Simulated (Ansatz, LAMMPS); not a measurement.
# Compressing and expanding annealed Voronoi polycrystal of C with 5 % Si on C sites (3 grains at the start) (194 atoms)

How stiff is annealed Voronoi polycrystal of C with 5 % Si on C sites (3 grains at the start) (194 atoms)?

Calculated with Ansatz 0.2.0; Kohn-Sham DFT, PBE, PAW (set soft_2), plane waves.

### Step 1. The structure

The cell holds 194 atoms: 184 C and 10 Si. Its edges and angles: a = 13.252 Å, b = 10.434 Å, c = 11.146 Å, α = 90.0°, β = 90.0°, γ = 90.0°. It derives from C (diamond C) and Si. 3 grains of diamond C (a = 3.566 Å), 5 % of C replaced at random by Si at random centres and orientations, cut by Voronoi cells in a periodic box, atoms closer than 1.11 Å removed; annealed 10 ps at 2550 K with the Tersoff potential (Tersoff, Phys. Rev. B 39, 5566 (1989)), cooled to 300 K.

What the set-up can't give: The starting topology of bonds comes from the classical model, and needn't be the one that DFT or experiment would give. Only the Γ point is sampled.

### Step 2. Single point at the start

The forces at the start show how far the geometry lies from a minimum of this functional.

The input, input.yaml:

```yaml
crystal:
  lattice:
    - [13.25235, 0.0, 0.0]
    - [0.0, 10.43381, 0.0]
    - [0.0, 0.0, 11.14608]
  atoms:
    - { symbol: C, position: [0.00849, 0.20558, 0.54373] }
    - { symbol: C, position: [0.91219, 0.57503, 0.07763] }
    - { symbol: C, position: [0.00858, 0.17162, 0.41611] }
    - { symbol: C, position: [0.06778, 0.29256, 0.10946] }
    - { symbol: C, position: [0.02269, 0.58258, 0.64826] }
    - { symbol: C, position: [0.04795, 0.71561, 0.66322] }
    - { symbol: C, position: [0.10272, 0.37892, 0.63916] }
    - { symbol: C, position: [0.01978, 0.33836, 0.5675] }
    - { symbol: C, position: [0.12009, 0.51088, 0.6386] }
    - { symbol: C, position: [0.96276, 0.56024, 0.53608] }
    - { symbol: Si, position: [0.02016, 0.51999, 0.96921] }
    - { symbol: C, position: [0.52832, 0.57974, 0.45617] }
    - { symbol: C, position: [0.56502, 0.36704, 0.54302] }
    - { symbol: C, position: [0.7298, 0.54908, 0.21129] }
    - { symbol: C, position: [0.53383, 0.24568, 0.34736] }
    - { symbol: C, position: [0.56253, 0.08709, 0.07845] }
    - { symbol: C, position: [0.66509, 0.11103, 0.12852] }
    - { symbol: C, position: [0.5932, 0.32887, 0.25577] }
    - { symbol: C, position: [0.70198, 0.31276, 0.25794] }
    - { symbol: C, position: [0.69866, 0.077, 0.3542] }
    - { symbol: C, position: [0.62167, 0.48065, 0.03815] }
    - { symbol: C, position: [0.72251, 0.5253, 0.08554] }
    - { symbol: C, position: [0.80781, 0.57412, 0.0131] }
    - { symbol: Si, position: [0.7476, 0.27019, 0.10034] }
    - { symbol: C, position: [0.88293, 0.33907, 0.13575] }
    - { symbol: C, position: [0.71057, 0.03071, 0.23029] }
    - { symbol: C, position: [0.94748, 0.127, 0.11874] }
    - { symbol: C, position: [0.66865, 0.42678, 0.72112] }
    - { symbol: C, position: [0.6015, 0.47335, 0.47588] }
    - { symbol: C, position: [0.71405, 0.47342, 0.43157] }
    - { symbol: C, position: [0.66927, 0.55948, 0.67368] }
    - { symbol: C, position: [0.75238, 0.61433, 0.61046] }
    [... 156 atom lines left out ...]
    - { symbol: C, position: [0.44008, 0.92031, 0.585] }
    - { symbol: C, position: [0.44777, 0.94007, 0.71504] }
    - { symbol: C, position: [0.19931, 0.0048, 0.63859] }
    - { symbol: C, position: [0.44472, 0.02817, 0.50783] }
    - { symbol: C, position: [0.37657, 0.73205, 0.67248] }
    - { symbol: C, position: [0.12559, 0.91922, 0.56864] }
kpoints:
  mp_grid: { grid: [1, 1, 1] }
hamiltonian:
  xc: pbe
scf:
  occupations: { method: gaussian, width: 0.025 }
output:
  forces: true
```

The run is started by

```console
$ ansatz run input.yaml --threads 4 --pin off --max-ram 8192MiB --backend cpu --events-out ev --progress --plain --runs-dir out
```

Numbers of over 12 decimals in the logs are rounded to 6 here.

The log of the run:

```text
Engine: ansatz 0.2.0, x86_64-unknown-linux-gnu
Pseudopotentials: kind: paw
Pseudopotential: C, paw, valence charge 4, recommended cutoff 420 eV (normal), C.paw.azcp
Pseudopotential: Si, paw, valence charge 4, recommended cutoff 420 eV (normal), Si.paw.azcp
[... 5 lines on functional and potentials left out ...]
Crystal: 194 atoms, lattice volume = 1541.196 Å³
Basis set: ecut = 420 eV, 30163 PW (Γ), exchange–correlation on 180×144×150 points (8 copies of the dense FFT grid, shifted against one another)
Bands: 582, of which v1, the nominal top of the filled ones, is band 388 counted from 1 (387 counted from 0)
Symmetry: 1 space group operations
Space group: P1 (ITA 1), of the structure as read, at distance tolerance 1.2e-4 Å
k-points: 1
[... 5 lines on functional and potentials left out ...]
Initial density: superposition of atomic densities (neutral atoms: chi_scale 0, normalization atom), corrected by the library's trained network
Initial wavefunctions: pseudopotential atomic-orbital guess
Functional: x = pbe(κ = 0.804, μ = 0.219515), c = pbe(β = 0.066725)
SCF iter   1: F=—  HF=-52333.519558 eV  |F-HF|=—  |Δ(HF+E_count)|=         —  Δρ=1.56e-2  dr2=1.04e1  ethr=1.77e-3  ⟨swp⟩=6.0  Hψ=2602  notcnv=0  defer=93
preconditioner: auto → Resta (q_TF=auto, 2.433 Å⁻¹)  ε∞=4.7  [insulator: Δε(μ)=0.027 eV  Ē_g=13.704 eV  σ=0.025 eV  W_gap=0.55  n_scr=362 (ndim 8)  ℏωp=26.3 eV  f_vac=0.008  D(μ)=86.69/eV (n_scr^D=852)  ε∞_Penn≈4.7]
SCF iter   2: F=—  HF=-52332.746081 eV  |F-HF|=—  |Δ(HF+E_count)|=   7.73e-1  Δρ=6.90e-3  dr2=1.31e0  ethr=1.34e-3  ⟨swp⟩=1.0  Hψ=670  notcnv=0  defer=112
preconditioner: auto → Kerker (q_TF=auto, 2.433 Å⁻¹)  [metal: Δε(μ)=0.024 eV  Ē_g=13.700 eV  σ=0.025 eV  W_gap=0.49  n_scr=362 (ndim 8)  ℏωp=26.3 eV  f_vac=0.008  D(μ)=95.50/eV (n_scr^D=958)]
SCF iter   3: F=—  HF=-52332.593126 eV  |F-HF|=—  |Δ(HF+E_count)|=   1.53e-1  Δρ=2.08e-3  dr2=1.07e-1  ethr=1.69e-4  ⟨swp⟩=3.0  Hψ=666  notcnv=0  defer=186
SCF iter   4: F=—  HF=-52332.582600 eV  |F-HF|=—  |Δ(HF+E_count)|=   1.05e-2  Δρ=6.95e-4  dr2=1.32e-2  ethr=1.37e-5  ⟨swp⟩=3.0  Hψ=708  notcnv=0  defer=186
SCF iter   5: F=—  HF=-52332.581862 eV  |F-HF|=—  |Δ(HF+E_count)|=   7.38e-4  Δρ=2.49e-4  dr2=2.92e-3  ethr=1.70e-6  ⟨swp⟩=2.0  Hψ=429  notcnv=0  defer=186
SCF iter   6: F=—  HF=-52332.581846 eV  |F-HF|=—  |Δ(HF+E_count)|=   1.63e-5  Δρ=9.05e-5  dr2=3.89e-4  ethr=3.76e-7  ⟨swp⟩=3.0  Hψ=676  notcnv=0  defer=186
SCF iter   7: F=—  HF=-52332.581847 eV  |F-HF|=—  |Δ(HF+E_count)|=   9.44e-7  Δρ=3.90e-5  dr2=5.13e-5  ethr=5.01e-8  ⟨swp⟩=2.0  Hψ=429  notcnv=0  defer=186
SCF iter   8: F=—  HF=-52332.581870 eV  |F-HF|=—  |Δ(HF+E_count)|=   2.27e-5  Δρ=1.41e-5  dr2=7.09e-6  ethr=6.60e-9  ⟨swp⟩=3.0  Hψ=930  notcnv=0  defer=186
SCF iter   9: F=—  HF=-52332.581871 eV  |F-HF|=—  |Δ(HF+E_count)|=   1.13e-6  Δρ=4.29e-6  dr2=7.56e-7  ethr=9.13e-10  ⟨swp⟩=3.0  Hψ=853  notcnv=0  defer=186
SCF iter  10: F=—  HF=-52332.581871 eV  |F-HF|=—  |Δ(HF+E_count)|=   1.69e-7  Δρ=1.56e-6  dr2=1.13e-7  ethr=1.29e-11  ⟨swp⟩=4.0  Hψ=1597  notcnv=0
SCF iter  11: F=-52332.581871 eV  HF=-52332.581871 eV  |F-HF|=5.73e-9  |Δ(HF+E_count)|=   2.13e-8  Δρ=6.10e-7  dr2=1.74e-8  ethr=1.29e-11  ⟨swp⟩=3.0  Hψ=1279  notcnv=0
SCF 1 converged in 11 iterations: F = -52332.581871 eV  dr2 = 1.74e-8
  greatest PAW one-centre occupation: 0.698 electrons in one spin orbital (limit 2), on the C atom at site 160 (counted from 0), in its partial waves of l = 0
SCF converged after 11 iterations
Free energy (F): -52332.581871 eV
Harris-Foulkes:  -52332.581871 eV  (|F-HF|=5.73e-9)
Internal energy: -52332.552134 eV  (E = F + TS)
E sigma→0 (E₀):  -52332.567002 eV
Entropy (-TS):   -0.029737 eV (-0.153 meV/atom)
Fermi energy:    9.130514 eV
--- Per-component energies (eV) ---
  E_band       = 425.334965
  E_kinetic    = 16851.207026
  E_local      = -23214.493555  (includes V_loc(G=0)·N_el)
  E_nonlocal   = 5209.590758
  E_hartree    = 7059.385061
  E_xc         = -9327.146882
  E_vxc        = -11338.850822  (∫ρ·V_xc dr)
  E_paw        = -23346.517275  (= ΣΔE_a)
  E_vpaw       = -1200.887370  (= ΣTr[D̂ρ^β])
  E_aug_tail   = 0.001368  (compensation charges beyond the density's cutoff)
  E_ewald      = -25564.578634
  E_smearing   = -0.029737  (= −TS)
  E_closure    = -0.000000  (closes the sum)
  Σ components = -52332.581871   (vs F -52332.581871, Δ=0.00e0)
--- Forces (eV/Å), atoms counted from 1 ---
  atom   1  C     -2.37198803    -2.30424202    -1.03622586
  atom   2  C     -1.89079772    -0.22396977     2.52599316
  atom   3  C     -0.15171300     2.38518193    -1.07561005
  atom   4  C     -0.99575273    -1.73689538    -2.31284550
  atom   5  C     -1.35001837    -1.59450546     0.09127323
  atom   6  C      1.80388357     0.82840118    -1.90515993
  atom   7  C     -4.05184274     0.89315029    -2.30740706
  atom   8  C      3.91137554    -0.11508738     1.06042442
  atom   9  C      1.83355488     0.44918150    -0.02688731
  atom  10  C      0.12526074     2.32001386    -1.80077546
  atom  11  Si    -0.72030254     1.58470094    -0.52509786
  atom  12  C      1.14015678    -2.27883641    -1.46009589
  atom  13  C      1.26694003    -1.13728565    -0.19980847
  atom  14  C     -1.21906280    -0.00024713     2.22406263
[...]
atom 193  C      0.57871487     0.33405155    -3.50546407
  atom 194  C      2.93768544     0.84408279     1.65653418
  max |Σ_I F_I| component: 5.28e-5 eV/Å
```

It took 24 s on 4 threads of Intel Xeon Platinum 8223CL at 3.00GHz (Skylake/Cascade Lake), shared host; peak memory 2.5 GiB.

The r.m.s. force at the start is 1.5 eV/Å.

### Step 3. Cell and atoms relaxed

The cell is relaxed with the atoms, since the starting lattice needn't suit this functional.

The input, input.yaml:

```yaml
crystal:
  lattice:
    - [13.25235, 0.0, 0.0]
    - [0.0, 10.43381, 0.0]
    - [0.0, 0.0, 11.14608]
  atoms:
    [... the 194 atom lines of step 2 ...]
kpoints:
  mp_grid: { grid: [1, 1, 1] }
hamiltonian:
  xc: pbe
scf:
  occupations: { method: gaussian, width: 0.025 }
output:
  forces: true
relax:
  f_tol: 0.05
  max_steps: 150
  cell: {}
```

The log of the run:

```text
[...]
Pseudopotentials: kind: paw
Pseudopotential: C, paw, valence charge 4, recommended cutoff 420 eV (normal), C.paw.azcp
Pseudopotential: Si, paw, valence charge 4, recommended cutoff 420 eV (normal), Si.paw.azcp
[...]
Crystal: 194 atoms, lattice volume = 1541.196 Å³
Basis set: ecut = 420 eV, 30163 PW (Γ), exchange–correlation on 180×144×150 points (8 copies of the dense FFT grid, shifted against one another)
Bands: 582, of which v1, the nominal top of the filled ones, is band 388 counted from 1 (387 counted from 0)
Symmetry: 1 space group operations
Space group: P1 (ITA 1), of the structure as read, at distance tolerance 1.2e-4 Å
k-points: 1
[...]
Initial density: superposition of atomic densities (neutral atoms: chi_scale 0, normalization atom), corrected by the library's trained network
Initial wavefunctions: pseudopotential atomic-orbital guess
[...]
SCF iter   1: F=—  HF=-52333.519558 eV  |F-HF|=—  |Δ(HF+E_count)|=         —  Δρ=1.56e-2  dr2=1.04e1  ethr=1.77e-3  ⟨swp⟩=6.0  Hψ=2602  notcnv=0  defer=93
preconditioner: auto → Resta (q_TF=auto, 2.433 Å⁻¹)  ε∞=4.7  [insulator: Δε(μ)=0.027 eV  Ē_g=13.704 eV  σ=0.025 eV  W_gap=0.55  n_scr=362 (ndim 8)  ℏωp=26.3 eV  f_vac=0.008  D(μ)=86.69/eV (n_scr^D=852)  ε∞_Penn≈4.7]
[...]
SCF iter  10: F=—  HF=-52332.581871 eV  |F-HF|=—  |Δ(HF+E_count)|=   1.69e-7  Δρ=1.56e-6  dr2=1.13e-7  ethr=1.29e-11  ⟨swp⟩=4.0  Hψ=1597  notcnv=0
SCF iter  11: F=-52332.581871 eV  HF=-52332.581871 eV  |F-HF|=5.80e-9  |Δ(HF+E_count)|=   2.13e-8  Δρ=6.15e-7  dr2=1.76e-8  ethr=1.29e-11  ⟨swp⟩=3.0  Hψ=1279  notcnv=0
SCF 1 converged in 11 iterations: F = -52332.581871 eV  dr2 = 1.76e-8
[...]
relax step   1: F+E_penalty+E_count = -52332.58187091 eV  Δ(F+E_penalty+E_count) = +0.000e0 eV  max|allowed force component| = 4.662e0 eV/Å  Δτ_max = 0.0000 Å  P = -4.903 GPa  Ω = 1541.196 Å³  (11 SCF iters, dr2 threshold 1.00e-7 eV, accepted)
[... from here on, the SCF cycles and remarks between the steps are left out, and one step in 5 is shown ...]
relax step   2: F+E_penalty+E_count = -52352.22155977 eV  Δ(F+E_penalty+E_count) = -1.964e1 eV  max|allowed force component| = 3.037e0 eV/Å  Δτ_max = 0.1956 Å  P = -3.538 GPa  Ω = 1539.190 Å³  energy of the carried Pulay correction = +7.671e-3 eV  (7 SCF iters, dr2 threshold 1.94e-5 eV, accepted)
relax step   5: F+E_penalty+E_count = -52367.75443837 eV  Δ(F+E_penalty+E_count) = -1.846e0 eV  max|allowed force component| = 1.156e0 eV/Å  Δτ_max = 0.1946 Å  P = +0.058 GPa  Ω = 1542.777 Å³  energy of the carried Pulay correction = -6.035e-3 eV  (8 SCF iters, dr2 threshold 1.94e-5 eV, accepted)
[...]
relax step  35: F+E_penalty+E_count = -52384.62218044 eV  Δ(F+E_penalty+E_count) = -1.942e-1 eV  max|allowed force component| = 2.093e0 eV/Å  Δτ_max = 0.2000 Å  P = +0.294 GPa  Ω = 1564.542 Å³  energy of the carried Pulay correction = -8.851e-2 eV  (10 SCF iters, dr2 threshold 1.94e-5 eV, accepted)
relax step  40: F+E_penalty+E_count = -52385.01295342 eV  Δ(F+E_penalty+E_count) = -6.027e-3 eV  max|allowed force component| = 1.075e-1 eV/Å  Δτ_max = 0.0164 Å  P = -0.000 GPa  Ω = 1566.377 Å³  energy of the carried Pulay correction = -9.541e-2 eV  (9 SCF iters, dr2 threshold 5.07e-7 eV, accepted)
relax step  45: F+E_penalty+E_count = -52385.59861169 eV  Δ(F+E_penalty+E_count) = -3.816e-1 eV  max|allowed force component| = 1.344e0 eV/Å  Δτ_max = 0.0975 Å  P = +0.236 GPa  Ω = 1563.270 Å³  energy of the carried Pulay correction = -8.373e-2 eV  (16 SCF iters, accepted)
relax step  50: F+E_penalty+E_count = -52386.66007650 eV  Δ(F+E_penalty+E_count) = -1.167e-1 eV  max|allowed force component| = 6.254e-1 eV/Å  Δτ_max = 0.0546 Å  P = -0.189 GPa  Ω = 1562.649 Å³  energy of the carried Pulay correction = -8.138e-2 eV  (8 SCF iters, dr2 threshold 1.94e-5 eV, accepted)
relax step  55: F+E_penalty+E_count = -52386.70810864 eV  Δ(F+E_penalty+E_count) = -2.750e-3 eV  max|allowed force component| = 6.421e-2 eV/Å  Δτ_max = 0.0058 Å  P = +0.004 GPa  Ω = 1561.355 Å³  energy of the carried Pulay correction = -7.651e-2 eV  (9 SCF iters, dr2 threshold 5.78e-7 eV, accepted)
relax step  58: F+E_penalty+E_count = -52386.85577280 eV  Δ(F+E_penalty+E_count) = +4.149e-3 eV  max|allowed force component| = 5.988e-2 eV/Å  Δτ_max = 0.0096 Å  P = -0.069 GPa  Ω = 1563.293 Å³  energy of the carried Pulay correction = -7.543e-3 eV  (9 SCF iters, dr2 threshold 2.94e-7 eV, accepted)
[...]
Step cancelled. What follows is not a result of the run: it is the report of the last solve that finished, which converged after 9 SCF iterations.
Free energy (F): -52386.855773 eV
Harris-Foulkes:  -52386.855773 eV  (|F-HF|=6.85e-8)
Internal energy: -52386.855772 eV  (E = F + TS)
E sigma→0 (E₀):  -52386.855772 eV
Entropy (-TS):   -0.000001 eV (-0.000 meV/atom)
Fermi energy:    8.911207 eV
--- Per-component energies (eV) ---
[...]
Σ components = -52386.855773   (vs F -52386.855773, Δ=0.00e0)
--- Forces (eV/Å), atoms counted from 1 ---
  atom   1  C      0.00006421     0.00273612     0.00369945
  atom   2  C     -0.01179946     0.00411466    -0.00207696
  atom   3  C      0.00249087    -0.00840354    -0.00819451
  atom   4  C      0.01166586     0.00052693     0.00016645
[...]
atom 194  C      0.00423956    -0.00471453     0.00280635
  max |Σ_I F_I| component: 1.03e-4 eV/Å
--- Stress (GPa, compression-positive) ---
       -0.728451       0.022403      -0.010179
        0.022403      -0.665682      -0.063713
       -0.010178      -0.063714      -0.654120
  P = ⅓ Tr σ = -0.6828 GPa (-6.828 kbar)
--- Band table (eV) ---
  k-point 0: bands = ["-11.6853", "-11.2088", "-11.1470", "-10.8314", [... 566 levels ...], "17.8677", "17.8877", "17.8940", "17.9614", "17.9949", "18.0021", "18.0308", "18.0577", "18.0905", "18.1317", "18.1626", "18.1681"]
End of that report.
Error: SIGTERM received: cancelled by the caller after 1 completed SCF iterations
```

It took 21 min on 4 threads; peak memory 2.6 GiB.

The relaxation was stopped at its limit after 58 steps, with a largest force component of 0.060 eV/Å.

[end of part 1 of 3]

[Logs are printed without paths, hosts, clocks, repeated set-up lines and the standing remarks that a program may print on its own settings, such as how far it seeks lower states.]

[Hosts, paths, dates, database ids (printed as entryN), source tags and the programs' standing remarks are cut or masked in the printed files.]
